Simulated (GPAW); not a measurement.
# Ballistic transport through a carbon nanotube (3, 3); a C-C pair replaced by B-B, cheap and dear

Aim: T(E), conductance and thermopower of a carbon nanotube (3, 3); a C-C pair replaced by B-B, and what cheaper settings cost in accuracy.

Program: GPAW 26.7.0. Level of theory: GPAW LCAO, PAW setups; Landauer transmission from Green's functions with principal layers (ASE), zero bias. Results are calculated unless marked as measured.

Report form: the programs' logs are mostly left out.

### 1. The structure

The cell holds 144 atoms: 142 C and 2 B. Cell: a = 12.068 Å, b = 12.068 Å, c = 29.514 Å, α = 90.0°, β = 90.0°, γ = 90.0°. Regions: left lead, 60 atoms (60 C); channel, 24 atoms (22 C and 2 B); right lead, 60 atoms (60 C). Vacuum lies along a and b. The structure is stacked along c, and the current runs across the ab planes.

### 2. GPAW, szp

One radial function a shell plus polarisation makes the matrices smaller; the question is what that costs.

The input, run.py:

```python
import json
import numpy as np
from ase import Atoms
from ase.transport.calculators import TransportCalculator
from gpaw import GPAW, FermiDirac
from gpaw.lcao.tools import get_lcao_hamiltonian
from scipy.linalg import eigh

# The junction with lead layers at both ends, along the third cell vector
device = Atoms(
    ['C', 'C', 'C', 'C', 'C', 'C', 'C', 'C', 'C', 'C', 'C', 'C', 'C', 'C', 'C', 'C', 'C', 'C', 'C', 'C', 'C', 'C', 'C', 'C', 'C', 'C', 'C', 'C', 'C', 'C', 'C', 'C', 'C', 'C', 'C', 'C', 'C', 'C', 'C', 'C', 'C', 'C', 'C', 'C', 'C', 'C', 'C', 'C', 'C', 'C', 'C', 'C', 'C', 'C', 'C', 'C', 'C', 'C', 'C', 'C', 'C', 'C', 'C', 'C', 'C', 'C', 'C', 'C', 'B', 'C', 'B', 'C', 'C', 'C', 'C', 'C', 'C', 'C', 'C', 'C', 'C', 'C', 'C', 'C', 'C', 'C', 'C', 'C', 'C', 'C', 'C', 'C', 'C', 'C', 'C', 'C', 'C', 'C', 'C', 'C', 'C', 'C', 'C', 'C', 'C', 'C', 'C', 'C', 'C', 'C', 'C', 'C', 'C', 'C', 'C', 'C', 'C', 'C', 'C', 'C', 'C', 'C', 'C', 'C', 'C', 'C', 'C', 'C', 'C', 'C', 'C', 'C', 'C', 'C', 'C', 'C', 'C', 'C', 'C', 'C', 'C', 'C', 'C', 'C'],
    positions=[
        [4.12267, 6.72967, 0.61488],
        [5.01700, 7.79550, 0.61488],
        [5.01700, 4.27250, 0.61488],
        [6.38720, 4.03090, 0.61488],
        [7.59213, 7.34143, 0.61488],
        [8.06800, 6.03400, 0.61488],
        [4.00000, 6.03400, 1.84463],
        [4.47587, 4.72657, 1.84463],
        [5.68080, 8.03710, 1.84463],
        [7.05100, 7.79550, 1.84463],
        [7.05100, 4.27250, 1.84463],
        [7.94534, 5.33833, 1.84463],
        [4.12267, 6.72967, 3.07439],
        [5.01700, 7.79550, 3.07439],
        [5.01700, 4.27250, 3.07439],
        [6.38720, 4.03090, 3.07439],
        [7.59213, 7.34143, 3.07439],
        [8.06800, 6.03400, 3.07439],
        [4.00000, 6.03400, 4.30415],
        [4.47587, 4.72657, 4.30415],
        [5.68080, 8.03710, 4.30415],
        [7.05100, 7.79550, 4.30415],
        [7.05100, 4.27250, 4.30415],
        [7.94534, 5.33833, 4.30415],
        [4.12267, 6.72967, 5.53390],
        [5.01700, 7.79550, 5.53390],
        [5.01700, 4.27250, 5.53390],
        [6.38720, 4.03090, 5.53390],
        [7.59213, 7.34143, 5.53390],
        [8.06800, 6.03400, 5.53390],
[... 108 atom lines left out ...]
        [4.00000, 6.03400, 28.89927],
        [4.47587, 4.72657, 28.89927],
        [5.68080, 8.03710, 28.89927],
        [7.05100, 7.79550, 28.89927],
        [7.05100, 4.27250, 28.89927],
        [7.94534, 5.33833, 28.89927]],
    cell=[[12.068, 0.0, 0.0], [0.0, 12.068, 0.0], [0.0, 0.0, 29.51415]],
    pbc=True)

# One principal layer of the lead: the first 36 atoms of the device
lead = Atoms(
    ['C', 'C', 'C', 'C', 'C', 'C', 'C', 'C', 'C', 'C', 'C', 'C', 'C', 'C', 'C', 'C', 'C', 'C', 'C', 'C', 'C', 'C', 'C', 'C', 'C', 'C', 'C', 'C', 'C', 'C', 'C', 'C', 'C', 'C', 'C', 'C'],
    positions=[
        [4.12267, 6.72967, 0.61488],
        [5.01700, 7.79550, 0.61488],
        [5.01700, 4.27250, 0.61488],
        [6.38720, 4.03090, 0.61488],
        [7.59213, 7.34143, 0.61488],
        [8.06800, 6.03400, 0.61488],
        [4.00000, 6.03400, 1.84463],
        [4.47587, 4.72657, 1.84463],
        [5.68080, 8.03710, 1.84463],
        [7.05100, 7.79550, 1.84463],
        [7.05100, 4.27250, 1.84463],
        [7.94534, 5.33833, 1.84463],
        [4.12267, 6.72967, 3.07439],
        [5.01700, 7.79550, 3.07439],
        [5.01700, 4.27250, 3.07439],
        [6.38720, 4.03090, 3.07439],
        [7.59213, 7.34143, 3.07439],
        [8.06800, 6.03400, 3.07439],
        [4.00000, 6.03400, 4.30415],
        [4.47587, 4.72657, 4.30415],
        [5.68080, 8.03710, 4.30415],
        [7.05100, 7.79550, 4.30415],
        [7.05100, 4.27250, 4.30415],
        [7.94534, 5.33833, 4.30415],
        [4.12267, 6.72967, 5.53390],
        [5.01700, 7.79550, 5.53390],
        [5.01700, 4.27250, 5.53390],
        [6.38720, 4.03090, 5.53390],
        [7.59213, 7.34143, 5.53390],
        [8.06800, 6.03400, 5.53390],
        [4.00000, 6.03400, 6.76366],
        [4.47587, 4.72657, 6.76366],
        [5.68080, 8.03710, 6.76366],
        [7.05100, 7.79550, 6.76366],
        [7.05100, 4.27250, 6.76366],
        [7.94534, 5.33833, 6.76366]],
    cell=[[12.068, 0.0, 0.0], [0.0, 12.068, 0.0], [0.0, 0.0, 7.37854]],
    pbc=True)

settings = dict(mode='lcao', basis='szp(dzp)', xc='PBE', h=0.2,
                occupations=FermiDirac(0.1), maxiter=250,
                mixer=dict(beta=0.1, nmaxold=8, weight=100.0),
                convergence=dict(density=0.0001))
energies = np.arange(-3, 3 + 1e-9, 0.075)
eta = 0.0001
n1, n2 = 1, 1
# k and -k transmit alike, so half of the mesh across the current serves
mesh = [(i, j) for i in range(n1) for j in range(n2) if (i, j) <= (-i % n1, -j % n2)]
weights = np.array([1 if (i, j) == (-i % n1, -j % n2) else 2 for i, j in mesh]) / (n1 * n2)

# [... helper functions left out ...]
fermi_lead = ground_state(lead, (1, 1, 15), 'lead.txt')
fermi_device = ground_state(device, (1, 1, 3), 'device.txt')
# [... loop over the mesh left out, but for ...]
        # Shift the lead onto the potential of the device's first layer
        shift = ((H[:, 0, 0] - H0[:, 0, 0]) / S0[0, 0]).real.mean()
# [...]
kT = 8.617333e-5 * 77
bias = [0.1, 0.2, 0.5, 1.0, 1.5, 2.0]
# [... integrals and printing left out ...]
```

On the command line:

```
$ OMP_NUM_THREADS=1 OPENBLAS_NUM_THREADS=1 python run.py
```

It took 22 min on 1 thread of Arm Neoverse V1, shared host; peak memory 2.4 GiB.

Numbers from this step:

```
conductance                                    : 1.437 G₀
largest coupling past the next principal layer : 5.16e-15 eV
largest misfit of the first principal layer    : 0.04141 eV
shift that aligns the lead                     : 0.007830 eV
basis functions of the junction                : 1296
basis functions of a principal layer           : 324
transmission at the Fermi level (one spin)     : 1.437
```

One spin. The transmission, zone mean by energy, zero at the Fermi level:

| energy (eV) | transmission, zone mean |
| --- | --- |
| -3.00 | 4.07 |
| -2.85 | 4.24 |
| -2.70 | 4.34 |
| -2.55 | 4.37 |
| -2.33 | 3.84 |
| -2.17 | 0.983 |
| -2.02 | 0.989 |
| -1.88 | 0.979 |
| -1.73 | 0.960 |
| -1.57 | 0.929 |
| -1.35 | 0.830 |
| -1.20 | 0.691 |
| -1.05 | 0.448 |
| -0.90 | 0.149 |
| -0.75 | 0.0858 |
| -0.60 | 0.358 |
| -0.38 | 0.878 |
| -0.23 | 1.15 |
| -0.07 | 1.36 |
| 0.00 | 1.44 |
| 0.07 | 1.51 |
| 0.23 | 1.62 |
| 0.38 | 1.70 |
| 0.60 | 1.80 |
| 0.75 | 1.85 |
| 0.90 | 2.51 |
| 1.05 | 3.37 |
| 1.12 | 3.69 |
| 1.20 | 3.04 |
| 1.35 | 3.30 |
| 1.50 | 3.42 |
| 1.57 | 3.39 |
| 1.73 | 3.02 |
| 1.88 | 3.70 |
| 2.02 | 3.95 |
| 2.17 | 4.04 |
| 2.33 | 4.09 |
| 2.55 | 4.15 |
| 2.70 | 4.17 |
| 2.85 | 4.19 |
| 3.00 | 4.21 |

Not self-consistent under bias; the bias window is split evenly. Table of current through one cell, from the zero-bias transmission by bias:

| bias (V) | current through one cell, from the zero-bias transmission (μA) |
| --- | --- |
| 0.100 | 11.1 |
| 0.200 | 22.2 |
| 0.500 | 54.8 |
| 1.000 | 105 |
| 1.500 | 145 |
| 2.000 | 194 |

Table of transmission of the three most open eigenchannels by energy, zero at the Fermi level:

| energy (eV) | channel 1 | channel 2 | channel 3 |
| --- | --- | --- | --- |
| -3.00 | 0.996 | 0.987 | 0.969 |
| -2.85 | 0.991 | 0.989 | 0.961 |
| -2.70 | 0.991 | 0.981 | 0.949 |
| -2.55 | 0.993 | 0.955 | 0.923 |
| -2.33 | 0.998 | 0.779 | 0.748 |
| -2.17 | 0.983 | 1.7e-7 | 1.2e-7 |
| -2.02 | 0.989 | 2.0e-9 | 6.5e-10 |
| -1.88 | 0.979 | 1.2e-10 | 6.1e-12 |
| -1.73 | 0.960 | 1.3e-12 | 0 |
| -1.57 | 0.929 | 0 | 0 |
| -1.35 | 0.830 | 0 | 0 |
| -1.20 | 0.691 | 1.1e-4 | 0 |
| -1.05 | 0.443 | 0.00463 | 0 |
| -0.90 | 0.123 | 0.0265 | 0 |
| -0.75 | 0.0801 | 0.00572 | 0 |
| -0.60 | 0.183 | 0.175 | 0 |
| -0.38 | 0.498 | 0.380 | 0 |
| -0.23 | 0.630 | 0.522 | 0 |
| -0.07 | 0.715 | 0.642 | 0 |
| 0.00 | 0.751 | 0.687 | 0 |
| 0.07 | 0.769 | 0.739 | 0 |
| 0.23 | 0.816 | 0.803 | 0 |
| 0.38 | 0.876 | 0.827 | 0 |
| 0.60 | 0.939 | 0.857 | 1.1e-11 |
| 0.75 | 0.966 | 0.881 | 1.7e-9 |
| 0.90 | 0.976 | 0.912 | 0.278 |
| 1.05 | 0.975 | 0.922 | 0.653 |
| 1.20 | 0.970 | 0.839 | 0.651 |
| 1.35 | 0.966 | 0.949 | 0.740 |
| 1.57 | 0.992 | 0.964 | 0.808 |
| 1.73 | 0.998 | 0.965 | 0.836 |
| 1.88 | 0.989 | 0.969 | 0.859 |
| 2.02 | 0.980 | 0.972 | 0.880 |
| 2.17 | 0.978 | 0.976 | 0.909 |
| 2.33 | 0.979 | 0.978 | 0.922 |
| 2.55 | 0.981 | 0.980 | 0.934 |
| 2.70 | 0.984 | 0.981 | 0.943 |
| 2.85 | 0.986 | 0.982 | 0.949 |
| 3.00 | 0.988 | 0.983 | 0.954 |

Couplings past the next layer reach 5.2e-15 eV, small enough to drop; the matrix elements of the cell's first layer differ from the bulk lead's by up to 0.041 eV. That layer keeps its own values in the calculation, and only beyond it is the lead taken as perfect.

### 3. Minimal basis, basis sz(dzp)

The minimal basis is the cheapest rung: no second zeta and no polarisation.

run.py, as its differences from that of step 2:

```diff
@@ -95,3 +95,3 @@
 
-settings = dict(mode='lcao', basis='szp(dzp)', xc='PBE', h=0.2,
+settings = dict(mode='lcao', basis='sz(dzp)', xc='PBE', h=0.2,
                 occupations=FermiDirac(0.1), maxiter=250,
```

Wall time 3.8 min (1 thread); peak memory 1.8 GiB.

This step gave:

```
conductance                                    : 1.354 G₀
thermopower                                    : -1.578 μV/K
largest coupling past the next principal layer : 3.36e-15 eV
largest misfit of the first principal layer    : 0.03618 eV
shift that aligns the lead                     : 0.007995 eV
basis functions of the junction                : 576
basis functions of a principal layer           : 144
transmission at the Fermi level (one spin)     : 1.355
```

One spin. Table of transmission, zone mean by energy, zero at the Fermi level:

energy (eV), transmission, zone mean and a bar:
```
  -3.0000       4.16 ############################
  -2.7750       4.40 #############################
  -2.6250       4.47 ##############################
  -2.4750       4.41 ##############################
  -2.2500       2.65 #################
  -2.0250       0.93 #####
  -1.9500       0.95 ######
  -1.7250       0.93 #####
  -1.5000       0.88 #####
  -1.2750       0.77 ####
  -0.9750       0.43 ##
  -0.7500       0.15 
  -0.5250       0.39 ##
  -0.2250       1.03 ######
   0.0000       1.35 ########
   0.2250       1.56 ##########
   0.5250       1.72 ###########
   0.7500       1.80 ###########
   0.9750       1.87 ############
   1.1250       1.92 ############
   1.2750       1.60 ##########
   1.5000       2.62 #################
   1.7250       2.80 ##################
   2.0250       3.79 #########################
   2.2500       3.93 ##########################
   2.4750       4.03 ###########################
   2.7750       4.13 ############################
   3.0000       4.18 ############################
```

Not self-consistent under bias; the bias window is split evenly. The current through one cell, from the zero-bias transmission by bias:

| bias (V) | current through one cell, from the zero-bias transmission (μA) |
| --- | --- |
| 0.100 | 10.5 |
| 0.200 | 20.9 |
| 0.500 | 51.5 |
| 1.000 | 97.4 |
| 1.500 | 136 |
| 2.000 | 177 |

Table of transmission of the three most open eigenchannels by energy, zero at the Fermi level:

| energy (eV) | channel 1 | channel 2 | channel 3 |
| --- | --- | --- | --- |
| -3.0000 | 0.995 | 0.986 | 0.963 |
| -2.7750 | 0.989 | 0.985 | 0.943 |
| -2.4750 | 0.996 | 0.902 | 0.859 |
| -2.2500 | 0.998 | 0.639 | 0.354 |
| -2.0250 | 0.929 | 7.8e-10 | 2.9e-10 |
| -1.7250 | 0.931 | 0 | 0 |
| -1.5000 | 0.879 | 0 | 0 |
| -1.2750 | 0.766 | 2.6e-4 | 0 |
| -0.9750 | 0.398 | 0.0272 | 0 |
| -0.7500 | 0.112 | 0.0337 | 0 |
| -0.5250 | 0.276 | 0.114 | 0 |
| -0.2250 | 0.538 | 0.495 | 0 |
| 0.0000 | 0.701 | 0.654 | 0 |
| 0.2250 | 0.809 | 0.749 | 0 |
| 0.5250 | 0.909 | 0.811 | 0 |
| 0.7500 | 0.952 | 0.849 | 0 |
| 0.9750 | 0.978 | 0.894 | 8.0e-12 |
| 1.2750 | 0.986 | 0.321 | 0.203 |
| 1.5000 | 0.979 | 0.821 | 0.544 |
| 1.7250 | 0.988 | 0.974 | 0.705 |
| 2.0250 | 0.974 | 0.914 | 0.909 |
| 2.2500 | 0.979 | 0.953 | 0.918 |
| 2.4750 | 0.984 | 0.960 | 0.940 |
| 2.7750 | 0.987 | 0.960 | 0.956 |
| 3.0000 | 0.988 | 0.969 | 0.945 |

For the transmission at the Fermi level (one spin), step 2 gave 1.44; this run, with basis sz(dzp), gives 1.36 (-6 %).

### 4. RPBE in the szp basis: xc = "RPBE"

Back in the szp basis, the functional changes from PBE to RPBE, to set the spread between functionals beside that between bases.

run.py, as its differences from that of step 3:

```diff
@@ -95,3 +95,3 @@
 
-settings = dict(mode='lcao', basis='sz(dzp)', xc='PBE', h=0.2,
+settings = dict(mode='lcao', basis='szp(dzp)', xc='RPBE', h=0.2,
                 occupations=FermiDirac(0.1), maxiter=250,
```

Elapsed: 22 min, on 1 thread; peak memory 2.4 GiB.

This step gave:

* conductance: 1.440 G₀
* largest coupling past the next principal layer: 3.16e-15 eV
* largest misfit of the first principal layer: 0.04188 eV
* shift that aligns the lead: 0.007867 eV
* basis functions of the junction: 1296
* basis functions of a principal layer: 324
* transmission at the Fermi level (one spin): 1.440

The conductance, 1.44 G₀, lies 0.2 % above that of the szp run.

### 5. The ladder

Times are for 1 thread of Arm Neoverse V1, shared host. The series side by side:

| no. | run | conductance (G₀) | time | memory (GiB) |
| --- | --- | --- | --- | --- |
| 1 | szp | 1.437 | 22 min | 2.4 |
| 2 | sz | 1.354 | 3.8 min | 1.8 |
| 3 | szp RPBE | 1.440 | 22 min | 2.4 |

### 6. Comparison

The curves are compared point by point over the common energies.

This step: comparison of transmission and cost over codes and levels (GPAW 26.7.0).

Ladder, by row:

| step | code | T at the Fermi level (sum over the listed spins) | conductance (G0) | r.m.s. T(E) from the first | wall time (s) | peak memory (GiB) | threads |
| --- | --- | --- | --- | --- | --- | --- | --- |
| szp | GPAW | 1.437 | 1.437 | 0 | 1295 | 2.39 | 1 |
| sz | GPAW | 1.355 | 1.354 | 0.4666 | 225.2 | 1.75 | 1 |
| szp-RPBE | GPAW | 1.44 | 1.44 | 0.0905 | 1295 | 2.39 | 1 |

Table of transmission, zone mean, sum over the listed spins by energy, zero at the Fermi level:

| energy (eV) | szp | sz | szp-RPBE |
| --- | --- | --- | --- |
| -3.00 | 4.07 | 4.16 | 4.09 |
| -2.85 | 4.24 | 4.33 | 4.25 |
| -2.70 | 4.34 | 4.45 | 4.35 |
| -2.55 | 4.37 | 4.47 | 4.36 |
| -2.33 | 3.84 | 3.86 | 3.68 |
| -2.17 | 0.983 | 0.942 | 0.960 |
| -2.02 | 0.989 | 0.929 | 0.988 |
| -1.88 | 0.979 | 0.947 | 0.977 |
| -1.73 | 0.960 | 0.931 | 0.957 |
| -1.57 | 0.929 | 0.901 | 0.924 |
| -1.35 | 0.830 | 0.814 | 0.819 |
| -1.20 | 0.691 | 0.705 | 0.670 |
| -1.05 | 0.448 | 0.535 | 0.416 |
| -0.90 | 0.149 | 0.308 | 0.125 |
| -0.75 | 0.0858 | 0.146 | 0.0947 |
| -0.60 | 0.358 | 0.247 | 0.380 |
| -0.38 | 0.878 | 0.730 | 0.892 |
| -0.23 | 1.15 | 1.03 | 1.16 |
| -0.07 | 1.36 | 1.26 | 1.36 |
| 0.00 | 1.44 | 1.35 | 1.44 |
| 0.07 | 1.51 | 1.43 | 1.51 |
| 0.23 | 1.62 | 1.56 | 1.62 |
| 0.38 | 1.70 | 1.65 | 1.70 |
| 0.60 | 1.80 | 1.75 | 1.80 |
| 0.75 | 1.85 | 1.80 | 1.85 |
| 0.90 | 2.51 | 1.85 | 2.55 |
| 1.05 | 3.37 | 1.90 | 3.39 |
| 1.12 | 3.69 | 1.92 | 3.71 |
| 1.20 | 3.04 | 1.11 | 3.07 |
| 1.35 | 3.30 | 2.03 | 3.31 |
| 1.50 | 3.42 | 2.62 | 3.43 |
| 1.57 | 3.39 | 2.79 | 3.42 |
| 1.73 | 3.02 | 2.80 | 3.05 |
| 1.88 | 3.70 | 3.60 | 3.64 |
| 2.02 | 3.95 | 3.79 | 3.94 |
| 2.17 | 4.04 | 3.88 | 4.03 |
| 2.33 | 4.09 | 3.97 | 4.09 |
| 2.55 | 4.15 | 4.06 | 4.14 |
| 2.70 | 4.17 | 4.11 | 4.16 |
| 2.85 | 4.19 | 4.15 | 4.18 |
| 3.00 | 4.21 | 4.18 | 4.20 |

### 7. Grid spacing 0.3

The real-space grid carries density and potential; a coarse one breaks translation symmetry along the lead and scatters electrons that should pass.

This step: GPAW LCAO, PAW setups; Landauer transmission from Green's functions with principal layers (ASE), zero bias (GPAW 26.7.0).

run.py, as its differences from that of step 4:

```diff
@@ -95,3 +95,3 @@
 
-settings = dict(mode='lcao', basis='szp(dzp)', xc='RPBE', h=0.2,
+settings = dict(mode='lcao', basis='szp(dzp)', xc='PBE', h=0.3,
                 occupations=FermiDirac(0.1), maxiter=250,
```

Elapsed: 18 min, on 1 thread; peak memory 1.5 GiB.

The run finished with changed settings (h = 0.3); it serves as a test.

Side by side:

| quantity | this run | sound run | difference |
| --- | --- | --- | --- |
| conductance (G₀) | 0.77834 | 1.4365 | -0.658 |
| largest coupling past the next principal layer (eV) | 4.058e-15 | 5.163e-15 | -1.1e-15 |
| largest misfit of the first principal layer (eV) | 0.086045 | 0.041406 | 0.0446 |
| shift that aligns the lead (eV) | 0.0093840 | 0.0078297 | 0.00155 |
| transmission at the Fermi level (one spin) | 0.71280 | 1.4374 | -0.725 |

One result that differs is the largest misfit of the first principal layer, 0.0860 eV against 0.0414 eV.

### 8. What came out

```
conductance                                        : 1.44 G₀
transmission at the Fermi level, mean of the spins : 1.44
thermopower                                        : about 0 (under 1.5 μV/K)
```

**Reading.** In the szp basis the junction conducts 1.44 G₀ at 77 K, with T = 1.44 a spin at the Fermi level; the sz basis reaches that conductance within 10 %. At the Fermi level two eigenchannels carry the current (0.75 and 0.69). Measured against the first run (szp), the nearest curve is that of szp-RPBE (r.m.s. 0.090) and the farthest that of sz (0.47). Over the compared runs wall time goes from 225 s (sz) to 1295 s (szp-RPBE), on a shared host. The geometry was built from estimated bond lengths and not relaxed, so the numbers describe this model structure. The currents use the zero-bias T(E) throughout, which holds only while the bias is small against the distance to the nearest feature. The energy step is wider than the thermal energy, so the conductance and thermopower rest on interpolation of T(E).

[Logs are printed without paths, hosts, clocks, repeated set-up lines and the standing remarks that a program may print on its own settings, such as how far it seeks lower states.]

[Hosts, paths, dates, database ids (printed as entryN), source tags and the programs' standing remarks are cut or masked in the printed files.]
